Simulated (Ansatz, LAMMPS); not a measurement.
# Static equation of state of glassy 85GeO2-7MgO-7K2O (mol %) (79 atoms)

Density of this cell: 4.08 g/cm³. The cell holds 79 atoms: 23 Ge, 2 Mg, 4 K and 50 O. Cell: a = 10.428 Å, b = 10.102 Å, c = 10.349 Å, α = 88.8°, β = 86.4°, γ = 88.7°. The starting structure: 79 atoms (23 Ge, 2 Mg, 4 K, 50 O) placed at random at 3.57 g/cm³, melted at 4000 K for 10 ps at fixed volume with the Morse and Coulomb pair potential with partial charges (Pedone, Malavasi, Menziani, Cormack and Segre, J. Phys. Chem. B 110, 11780 (2006)). Quenched from 4000 K to 300 K at 20 K/ps and fixed volume, held 10 ps at zero pressure.

Calculated with Ansatz 0.2.0: Kohn-Sham DFT, LDA, PAW (set soft_2), plane waves; cutoff 420 eV, Γ point, fixed occupations. Cell and atoms were relaxed first, to V0 = 13.768 Å³ an atom at a residual P0 = -0.014 GPa. The cell was then scaled evenly, and the atoms were relaxed at each volume.

| volume (Å³/atom) | pressure (GPa) |
| --- | --- |
| 12.391 | 3.405 |
| 12.942 | ? |
| 13.355 | 0.4158 |
| 14.181 | -1.212 |
| 14.594 | -1.939 |

Task: Fit the third-order Birch–Murnaghan equation to the rows given and interpolate to the withheld row.

**Working.**

Take the Eulerian strain f = ½[(V0/V)^(2/3) − 1] and the normalised pressure F = (P − P0) / [3f(1 + 2f)^(5/2)]. The third-order Birch–Murnaghan equation is then the line F = B0 + (3/2)B0(B′ − 4) f, so u = f and v = F.

```
      u = f  v = F (GPa)
  0.0363830      26.2833
  0.0102571      13.2805
-0.00975660      43.0012
 -0.0190507      37.1224
```

With n = 4: mean u = 0.00445820, mean v = 29.9219, Σ(u − ū)² = 0.0018076, Σ(u − ū)(v − v̄) = -0.56786. Slope b = -0.56786 / 0.0018076 = -314.16; intercept a = v̄ − b ū = 31.322.

So B0 = a = 31.3 GPa and B′ = 4 + 2b/(3a) = -2.69. At the withheld volume f = 0.02106, F = a + b f = 24.71 GPa, and P = P0 + 3f(1 + 2f)^(5/2) F.

Prediction at 12.942: 1.716 GPa. The run gave 1.408 GPa, so the fit is high by 0.31 GPa (22 % of the value).

The series isn't one smooth equation of state: even a line fitted to all rows, the withheld one included, misses F by up to 104.4 %, the count of bonds changes along the series, an atom moves over 0.5 Å in some relaxation and a scaled cell ends below the relaxed one in energy. B0 and B′ are then only the numbers of this fit, not moduli of the material. Among the rows given, the largest miss of the fit is at 12.391, by 0.83 GPa (16 % of the range of the table).

Limits: Static cells at zero temperature; the cell shape is held. The program notes that the SCF threshold of these relaxations is loose for the stress. The quench rate of 20 K/ps is many orders above laboratory rates, so the cell is likely richer in defects and strain than a real sample. The network of bonds at the start is that of the classical potential that made the cell, and needn't be the one that DFT or experiment would give. Only the Γ point is sampled, in a cell whose shortest periodic width is 10 Å.

[Logs are printed without paths, hosts, clocks, repeated set-up lines and the standing remarks that a program may print on its own settings, such as how far it seeks lower states.]

[Hosts, paths, dates, database ids (printed as entryN), source tags and the programs' standing remarks are cut or masked in the printed files.]
